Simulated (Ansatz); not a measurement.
# Be (P6_3/mmc, 2 atoms in the cell): modes against uniaxial strain along c

Aim: how do the optical modes of Be (P6_3/mmc, 2 atoms in the cell) shift and split under this strain?

Program: Ansatz 0.2.0. Level of theory: DFT LDA, scalar-relativistic, plane waves, PAW; PAW set soft_1. Results are calculated unless marked as measured.

## 1. The starting structure

It takes space group P6_3/mmc (No. 194, hexagonal). The conventional cell has a = 2.285 Å, b = 2.285 Å, c = 3.584 Å, α = 90.00°, β = 90.00°, γ = 120.00°. Nearest to Be lie 12 Be at 2.23 to 2.29 Å.

## 2. A rough relaxation first

A rough relaxation comes first, because large forces or stress need no tight tolerances yet.

File input.yaml:

```yaml
crystal:
  lattice:
    - [2.2853, 0.0, 0.0]
    - [-1.14265, 1.9791278553, 0.0]
    - [0.0, 0.0, 3.5842]
  atoms:
    - { symbol: Be, position: [0.33333333, 0.66666667, 0.25] }
    - { symbol: Be, position: [0.66666667, 0.33333333, 0.75] }
kpoints:
  mp_grid: { grid: [9, 9, 6] }
hamiltonian:
  xc: lda
  pseudopotentials: { kind: paw, azcp: { folder: soft_1 }, xc_functional: pbe }
scf:
  occupations: { method: gaussian, width: 0.1 }
output:
  forces: true
  stress: true
  eigenvalues: true
relax:
  adjacent_minimum: "off"
  f_tol: 0.05
  max_steps: 80
  cell: { stress_tol: 0.5 }
```

The run is started by

```
> ansatz run input.yaml --threads 4 --pin off --max-ram 10240MiB --backend cpu --events-out ev --progress --plain --runs-dir out
```

Numbers of over 12 decimals in the logs are rounded to 6 here.

What it wrote:

```text
The last accepted step is kept in <dir> (removed where the run ends without a failure and the disk answers)
Engine: ansatz 0.2.0, aarch64-unknown-linux-gnu
Pseudopotentials: kind: paw
Pseudopotential: Be, paw, valence charge 2, recommended cutoff 420 eV (normal), soft_1/Be.paw.azcp
Functional definition: SPW92
  exchange = slater_x
  correlation = pw_c
Crystal: 2 atoms, lattice volume = 16.211 Å³
[...]
--- Relaxed structure (4 steps of the walk, 4 accepted, 1 SCFs on fresh bases) ---
  F+E_penalty+E_count = -176.48644765 eV   max|allowed force component| = 1.388e-16 eV/Å   (the final SCF, on the basis selected at the relaxed cell)
  cell:  # Å, volume = 15.1019 Å³
    - [2.235361, 0, 0]
    - [-1.117680, 1.935879, 0]
    - [0, 0, 3.489847]
  atoms:
    - { symbol: Be, position: [0.333333, 0.666667, 0.25] }
    - { symbol: Be, position: [0.666667, 0.333333, 0.750000] }
[key lines of the parts left out:]
SCF converged after 2 iterations
Free energy (F): -176.486448 eV
Fermi energy:    8.028378 eV
P = ⅓ Tr σ = -0.0079 GPa (-0.079 kbar)
```

The job ended after 0.68 s (4 threads of Arm Neoverse V2, shared host; peak memory 0.24 GiB; 1.9 s of CPU time).

The steps of the relaxation:

| step | energy less that of the first step (eV) | largest force component (eV/Å) | pressure (GPa) | volume (Å³) |
| --- | --- | --- | --- | --- |
| 1 | 0.0000 | 0.0000 | -8.36 | 16.21 |
| 2 | -0.0254 | 0.0000 | -3.75 | 15.56 |
| 3 | -0.0308 | 0.0000 | 0.40 | 15.05 |
| 4 | -0.0309 | 0.0000 | 0.00 | 15.10 |
| 5* | -0.0308 | 0.0000 | -0.01 | 15.10 |

Relaxation steps marked * repeat the geometry before them on a plane-wave basis chosen anew for their cell, so energy and pressure can jump there.

The run keeps the 24 symmetry operations that it works with, so distortions that break them were not tested.

| conventional cell, symmetrised | before | after | change |
| --- | --- | --- | --- |
| a (Å) | 2.285 | 2.235 | -2.2 % |
| b (Å) | 2.285 | 2.235 | -2.2 % |
| c (Å) | 3.584 | 3.490 | -2.6 % |
| volume (Å³/atom) | 8.11 | 7.55 | -6.8 % |

The relaxed structure:

```cif
data_structure
_symmetry_space_group_name_H-M 'P 1'
_symmetry_Int_Tables_number 1
_cell_length_a 2.2354
_cell_length_b 2.2354
_cell_length_c 3.4898
_cell_angle_alpha 90.000
_cell_angle_beta 90.000
_cell_angle_gamma 120.000
_cell_volume 15.10
loop_
_atom_site_label
_atom_site_type_symbol
_atom_site_fract_x
_atom_site_fract_y
_atom_site_fract_z
_atom_site_occupancy
Be1 Be 0.33333 0.66667 0.25000 1
Be2 Be 0.66667 0.33333 0.75000 1
```

This step gave:

* pressure: -0.007933 GPa
* volume per atom: 7.551 Å³
* gap on the k-mesh: 0 eV

In this step the volume went from 8.11 to 7.55 Å³/atom.

## 3. Relaxation

The cell and atoms are relaxed, since residual forces and stress would shift the frequencies.

input.yaml, the sections that differ from step 2:

```yaml
crystal:
  lattice:
    - [2.2353605474, 0.0, 0.0]
    - [-1.1176802737, 1.9358790206, 0.0]
    - [0.0, 0.0, 3.4898465795]
  atoms:
    - { symbol: Be, position: [0.3333333333, 0.6666666667, 0.25] }
    - { symbol: Be, position: [0.6666666667, 0.3333333333, 0.75] }
kpoints:
  mp_grid: { grid: [21, 21, 12] }
relax:
  adjacent_minimum: "off"
  f_tol: 0.005
  max_steps: 80
  cell: { stress_tol: 0.05 }
# hamiltonian, scf, output: as in step 2
```

What it wrote:

```text
[...]
Crystal: 2 atoms, lattice volume = 15.102 Å³
Basis set: ecut = 420 eV, 299 PW (Γ)
Bands: 6, of which v1, the nominal top of the filled ones, is band 2 counted from 1 (1 counted from 0)
Symmetry: 24 space group operations
[...]
k-points: 336 of 5292
[...]
P = ⅓ Tr σ = -0.0047 GPa (-0.047 kbar)
--- Band table (eV; the first three rows and the last of 336) ---
[...]
--- Relaxed structure (3 steps of the walk, 3 accepted, 1 SCFs on fresh bases) ---
[...]
cell:  # Å, volume = 15.0885 Å³
    - [2.225970, 0.0, 0.0]
    - [-1.112985, 1.927746, 0.0]
    - [0.0, 0.0, 3.516224]
  atoms:
    - { symbol: Be, position: [0.333333, 0.666667, 0.250000] }
    - { symbol: Be, position: [0.666667, 0.333333, 0.750000] }
[key lines of the parts left out:]
SCF converged after 3 iterations
Free energy (F): -176.466554 eV
Fermi energy:    8.401145 eV
```

The job ended after 2.2 s (4 threads; peak memory 0.32 GiB).

Step by step:

| step | energy less that of the first step (eV) | largest force component (eV/Å) | pressure (GPa) | volume (Å³) |
| --- | --- | --- | --- | --- |
| 1 | 0.0000 | 0.0000 | 0.03 | 15.10 |
| 2 | -0.0016 | 0.0000 | -0.02 | 15.09 |
| 3 | -0.0016 | 0.0000 | 0.00 | 15.09 |
| 4* | -0.0016 | 0.0000 | 0.00 | 15.09 |

Relaxation steps marked * repeat the geometry before them on a plane-wave basis chosen anew for their cell, so energy and pressure can jump there.

The run keeps the 24 symmetry operations that it works with, so distortions that break them were not tested.

| conventional cell, symmetrised | before | after | change |
| --- | --- | --- | --- |
| a (Å) | 2.235 | 2.226 | -0.4 % |
| b (Å) | 2.235 | 2.226 | -0.4 % |
| c (Å) | 3.490 | 3.516 | +0.8 % |
| volume (Å³/atom) | 7.55 | 7.54 | -0.1 % |

Final coordinates:

```cif
data_structure
_symmetry_space_group_name_H-M 'P 1'
_symmetry_Int_Tables_number 1
_cell_length_a 2.2260
_cell_length_b 2.2260
_cell_length_c 3.5162
_cell_angle_alpha 90.000
_cell_angle_beta 90.000
_cell_angle_gamma 120.000
_cell_volume 15.09
loop_
_atom_site_label
_atom_site_type_symbol
_atom_site_fract_x
_atom_site_fract_y
_atom_site_fract_z
_atom_site_occupancy
Be1 Be 0.33333 0.66667 0.25000 1
Be2 Be 0.66667 0.33333 0.75000 1
```

Numbers from this step:

| Property | Result |
| --- | --- |
| pressure | -0.004651 GPa |
| volume per atom | 7.544 Å³ |

In this step the volume went from 7.55 to 7.54 Å³/atom.

## 4. Tight relaxation

Phonons need small forces and stress, so the relaxation is finished with tight tolerances on 24×24×12 k points.

input.yaml, the sections that differ from step 3:

```yaml
crystal:
  lattice:
    - [2.2259697348, 0.0, 0.0]
    - [-1.1129848674, 1.9277463384, 0.0]
    - [0.0, 0.0, 3.5162244346]
  atoms:
    - { symbol: Be, position: [0.3333333333, 0.6666666667, 0.25] }
    - { symbol: Be, position: [0.6666666667, 0.3333333333, 0.75] }
kpoints:
  mp_grid: { grid: [24, 24, 12] }
scf:
  occupations: { method: methfessel_paxton, width: 0.2 }
relax:
  adjacent_minimum: "off"
  f_tol: 0.001
  max_steps: 60
  cell: { stress_tol: 0.01 }
# hamiltonian, output: as in step 3
```

What it wrote:

```text
[...]
Crystal: 2 atoms, lattice volume = 15.088 Å³
Basis set: ecut = 420 eV, 299 PW (Γ)
Bands: 6, of which v1, the nominal top of the filled ones, is band 2 counted from 1 (1 counted from 0)
Symmetry: 24 space group operations
[...]
k-points: 427 of 6912
[...]
P = ⅓ Tr σ = 0.0067 GPa (0.067 kbar)
--- Band table (eV; the first three rows and the last of 427) ---
[...]
--- Relaxed structure (3 steps of the walk, 3 accepted, 1 SCFs on fresh bases) ---
[...]
cell:  # Å, volume = 15.0929 Å³
    - [2.227825, 0, 0]
    - [-1.113912, 1.929353, 0]
    - [0, 0, 3.511387]
  atoms:
    - { symbol: Be, position: [0.333333, 0.666667, 0.25] }
    - { symbol: Be, position: [0.666667, 0.333333, 0.75] }
[key lines of the parts left out:]
SCF converged after 3 iterations
Free energy (F): -176.467709 eV
Fermi energy:    8.326948 eV
```

Run time: 2.7 s. Hardware: 4 threads; peak memory 0.34 GiB.

Step by step:

| step | energy less that of the first step (eV) | largest force component (eV/Å) | pressure (GPa) | volume (Å³) |
| --- | --- | --- | --- | --- |
| 1 | 0.0000 | 0.0000 | 0.02 | 15.09 |
| 2 | -0.0001 | 0.0000 | 0.02 | 15.09 |
| 3 | -0.0001 | 0.0000 | 0.01 | 15.09 |
| 4* | -0.0001 | 0.0000 | 0.01 | 15.09 |

Relaxation steps marked * repeat the geometry before them on a plane-wave basis chosen anew for their cell, so energy and pressure can jump there.

The run keeps the 24 symmetry operations that it works with, so distortions that break them were not tested.

| conventional cell, symmetrised | before | after | change |
| --- | --- | --- | --- |
| a (Å) | 2.226 | 2.228 | +0.1 % |
| b (Å) | 2.226 | 2.228 | +0.1 % |
| c (Å) | 3.516 | 3.511 | -0.1 % |
| volume (Å³/atom) | 7.54 | 7.55 | +0.0 % |

The relaxed structure:

```xyz
2
Lattice="2.2278 0.0000 0.0000 -1.1139 1.9294 0.0000 0.0000 0.0000 3.5114" Properties=species:S:1:pos:R:3 pbc="T T T"
Be    0.0000    1.2862    0.8778
Be    1.1139    0.6431    2.6335
```

Numbers from this step:

```yaml
pressure: 0.006712 GPa
volume_per_atom: 7.546 Å³
```

The forces vanish by symmetry and the pressure is 0.007 GPa, within the tolerances set. The cell now holds 7.55 Å³/atom.

## 5. Modes at rest

The force constants come from the linear response of the density to a displacement.

The modes at rest are the reference of the series.

input.yaml, the sections that differ from step 4:

```yaml
crystal:
  lattice:
    - [2.2278249395, 0.0, 0.0]
    - [-1.1139124697, 1.9293529928, 0.0]
    - [0.0, 0.0, 3.5113866065]
  atoms:
    - { symbol: Be, position: [0.3333333333, 0.6666666667, 0.25] }
    - { symbol: Be, position: [0.6666666667, 0.3333333333, 0.75] }
output:
  eigenvalues: true
phonons:
  method: dfpt
# kpoints, hamiltonian, scf: as in step 4
# relax: removed
```

What it wrote:

```text
zone centre: on kpoints.mp_grid the ground state, and the responses unless they are solved on pairs of k-points, stand on 1099 of the mesh's 6912 k-points, reduced under 4 symmetry operations, with k and −k counted as one. Each operation leaves every solved displacement unchanged or reverses it
[...]
Crystal: 2 atoms, lattice volume = 15.093 Å³
Basis set: ecut = 420 eV, 299 PW (Γ), exchange–correlation on 30×30×48 points (8 copies of the dense FFT grid, shifted against one another)
Bands: 6, of which v1, the nominal top of the filled ones, is band 2 counted from 1 (1 counted from 0)
Symmetry: 24 space group operations
k-points: 1099 of 6912 (irreducible under 4 space group operations, time reversal used)
[...]
SCF iter   1: F=—  HF=-176.467323 eV  |F-HF|=—  |Δ(HF+E_count)|=         —  Δρ=1.54e-2  dr2=2.59e-2  ethr=3.10e-3  ⟨swp⟩=4.7  Hψ=54210  notcnv=0
[...]
SCF iter   6: F=-176.467710 eV  HF=-176.467710 eV  |F-HF|=5.97e-13  |Δ(HF+E_count)|=  4.93e-11  S|Δr|=    0.00e0  Δρ=2.15e-7  dr2=4.93e-12  ethr=1.00e-12  ⟨swp⟩=4.7  Hψ=17733  notcnv=0
[...]
SCF 1 converged in 6 iterations: F = -176.467710 eV  dr2 = 4.93e-12
[...]
DFPT response loops at Γ: preconditioner auto → Kerker (q_TF=auto, 2.187 Å⁻¹) (partly filled bands, converged f_vac=0.000); β = 1.00, the filter's whole step (`scf.mixing.beta` (0.50) is not read by the response loops under this deck's `scf.mixing.preconditioner`; to damp them name `kerker` or `kerker_dos`, under which they read `scf.mixing.beta`, and type it under 1.00, their step now; both keys bind the ground state too); Broyden in place of MSR1
SCF converged after 6 iterations
[...]
Free energy (F): -176.467710 eV
[...]
Internal energy: -176.467247 eV  (E = F + TS)
E sigma→0 (E₀):  -176.467594 eV
Entropy (-TS):   -0.000462 eV (-0.231 meV/atom)
Fermi energy:    8.326947 eV
[...]
--- Band table (eV; the first three rows and the last of 1099) ---
[...]
--- Phonons (Γ-DFPT): 2 representative perturbations + reference, on 1099 of 6912 k-points (Σ response iterations 6) ---
  k mesh reduced under 4 symmetry operations, with k and −k counted as one. Each operation leaves every solved displacement unchanged or reverses it
  ASR residual: 2.914e-5 → 0.000e0 eV/Å²; symmetrization residual: 1.584e-11 eV/Å²
  ASR residual per site (eV/Å²): 2.91e-5 2.91e-5
  Γ frequencies (cm⁻¹): 0.00 0.00 0.00 478.27 478.27 715.09
  non-analytic LO–TO correction: not included (Born effective charges unavailable; polar crystals: no LO–TO splitting at Γ)
```

Run time: 4.7 s. Hardware: 4 threads; peak memory 0.57 GiB.

This step gave:

```
sum-rule residual before enforcement                    : 2.91e-5 eV/Å²
point group                                             : 6/mmm
highest optical mode at the zone centre (no LO-TO term) : 715.1 cm⁻¹
lowest optical zone-centre mode                         : 478.3 cm⁻¹
```

Patterns of degenerate modes are one choice out of their space. Modes at Γ:

| mode | frequency (cm⁻¹) | symmetry |
| --- | --- | --- |
| 1 | 0.0 | acoustic |
| 2 | 0.0 | acoustic |
| 3 | 0.0 | acoustic |
| 4 | 478.3 | E2g |
| 5 | 478.3 | E2g |
| 6 | 715.1 | B1g |

Displacements in mode 5 (478.3 cm⁻¹), the largest set to 1:
```
Be1  1.00  0.00  0.00
Be2 -1.00  0.00  0.00
```

Displacements in mode 6 (715.1 cm⁻¹), the largest set to 1:
```
Be1  0.00  0.00  1.00
Be2  0.00  0.00 -1.00
```

Before it was imposed, the acoustic sum rule was missed by 2.9e-5 eV/Å². Small misses are needed for a sound result but don't prove that mesh and cutoff are converged. The lowest optical mode is real, 478 cm⁻¹.

## 6. A member of the series: uniaxial strain of +4 % along c

The cell takes a uniaxial strain of +4 % along c. The strained length and the angles are held, while the rest of the cell and the atoms relax.

input.yaml, the sections that differ from step 5:

```yaml
crystal:
  lattice:
    - [2.2259279337, 0.0, 0.0]
    - [-1.1129639668, 1.9277101376, 0.0]
    - [0.0, 0.0, 3.6518420709]
  atoms:
    - { symbol: Be, position: [0.3333333289, 0.6666666711, 0.25] }
    - { symbol: Be, position: [0.6666666711, 0.3333333289, 0.75] }
output:
  forces: true
  stress: true
  eigenvalues: true
relax:
  adjacent_minimum: "off"
  f_tol: 0.001
  max_steps: 60
  cell: { stress_tol: 0.01, fix: [c, angles] }
# kpoints, hamiltonian, scf: as in step 5
# phonons: removed
```

What it wrote:

```text
[...]
--- Band table (eV; the first three rows and the last of 1099) ---
[...]
--- Relaxed structure (3 steps of the walk, 3 accepted, 1 SCFs on fresh bases) ---
[...]
cell:  # Å, volume = 15.6629 Å³
    - [2.225436, -2.8861113247009974e-11, 0.0]
    - [-1.112718, 1.927284, 0.0]
    - [0.0, 0.0, 3.6518420709]
  atoms:
    - { symbol: Be, position: [0.333333, 0.666667, 0.250000] }
    - { symbol: Be, position: [0.666667, 0.333333, 0.750000] }
[key lines of the parts left out:]
SCF converged after 2 iterations
Free energy (F): -176.439481 eV
Fermi energy:    8.131451 eV
P = ⅓ Tr σ = -4.8147 GPa (-48.147 kbar)
```

It took 6.9 s on 4 threads; peak memory 0.45 GiB; 26 s of CPU time.

Little changed from the start: no atom moved by 0.005 Å and no cell edge by 0.1 %.

Numbers from this step:

* pressure: -4.815 GPa
* volume per atom: 7.831 Å³

The forces vanish by symmetry.

## 7. Zone-centre modes of the member: uniaxial strain of +4 % along c

The zone-centre modes follow for uniaxial strain of +4 % along c.

input.yaml, the sections that differ from step 6:

```yaml
crystal:
  lattice:
    - [2.2254362518, 0.0, 0.0]
    - [-1.1127181259, 1.9272843286, 0.0]
    - [0.0, 0.0, 3.6518420709]
  atoms:
    - { symbol: Be, position: [0.3333333289, 0.6666666711, 0.25] }
    - { symbol: Be, position: [0.6666666711, 0.3333333289, 0.75] }
output:
  eigenvalues: true
phonons:
  method: dfpt
# kpoints, hamiltonian, scf: as in step 6
# relax: removed
```

What it wrote:

```text
[...]
Crystal: 2 atoms, lattice volume = 15.663 Å³
Basis set: ecut = 420 eV, 313 PW (Γ), exchange–correlation on 30×30×60 points (8 copies of the dense FFT grid, shifted against one another)
Bands: 6, of which v1, the nominal top of the filled ones, is band 2 counted from 1 (1 counted from 0)
Symmetry: 24 space group operations
k-points: 1099 of 6912 (irreducible under 4 space group operations, time reversal used)
[...]
SCF iter   1: F=—  HF=-176.438289 eV  |F-HF|=—  |Δ(HF+E_count)|=         —  Δρ=1.36e-2  dr2=1.98e-2  ethr=3.10e-3  ⟨swp⟩=4.7  Hψ=54232  notcnv=0
[...]
SCF iter   6: F=-176.439482 eV  HF=-176.439482 eV  |F-HF|=1.71e-13  |Δ(HF+E_count)|=  3.64e-11  S|Δr|=    0.00e0  Δρ=1.30e-7  dr2=1.50e-12  ethr=1.00e-12  ⟨swp⟩=4.6  Hψ=17608  notcnv=0
[...]
SCF 1 converged in 6 iterations: F = -176.439482 eV  dr2 = 1.50e-12
[...]
SCF converged after 6 iterations
[...]
Free energy (F): -176.439482 eV
[...]
Internal energy: -176.438837 eV  (E = F + TS)
E sigma→0 (E₀):  -176.439321 eV
Entropy (-TS):   -0.000645 eV (-0.322 meV/atom)
Fermi energy:    8.131450 eV
[...]
--- Band table (eV; the first three rows and the last of 1099) ---
[...]
ASR residual: 2.694e-5 → 0.000e0 eV/Å²; symmetrization residual: 5.329e-15 eV/Å²
  ASR residual per site (eV/Å²): 2.69e-5 2.69e-5
  Γ frequencies (cm⁻¹): 0.00 0.00 0.00 444.83 444.83 626.67
[...]
```

It took 5.2 s on 4 threads; peak memory 0.58 GiB.

This step gave:

| Quantity | Value |
| --- | --- |
| sum-rule residual before enforcement | 2.69e-5 eV/Å² |
| highest optical mode at the zone centre (no LO-TO term) | 626.7 cm⁻¹ |
| lowest optical zone-centre mode | 444.8 cm⁻¹ |

Patterns of degenerate modes are one choice out of their space. Modes at Γ:

| mode | frequency (cm⁻¹) | symmetry |
| --- | --- | --- |
| 1 | 0.0 | acoustic |
| 2 | 0.0 | acoustic |
| 3 | 0.0 | acoustic |
| 4 | 444.8 | E2g |
| 5 | 444.8 | E2g |
| 6 | 626.7 | B1g |

The lowest optical mode is real, 445 cm⁻¹, and the highest lies at 626.7 cm⁻¹.

For the highest optical mode at the zone centre (no LO-TO term), step 5 gave 715 cm⁻¹; this run, with strain 4 %, gives 627 cm⁻¹ (-12 %).

[end of part 1 of 2]

[Logs are printed without paths, hosts, clocks, repeated set-up lines and the standing remarks that a program may print on its own settings, such as how far it seeks lower states.]

[Hosts, paths, dates, database ids (printed as entryN), source tags and the programs' standing remarks are cut or masked in the printed files.]
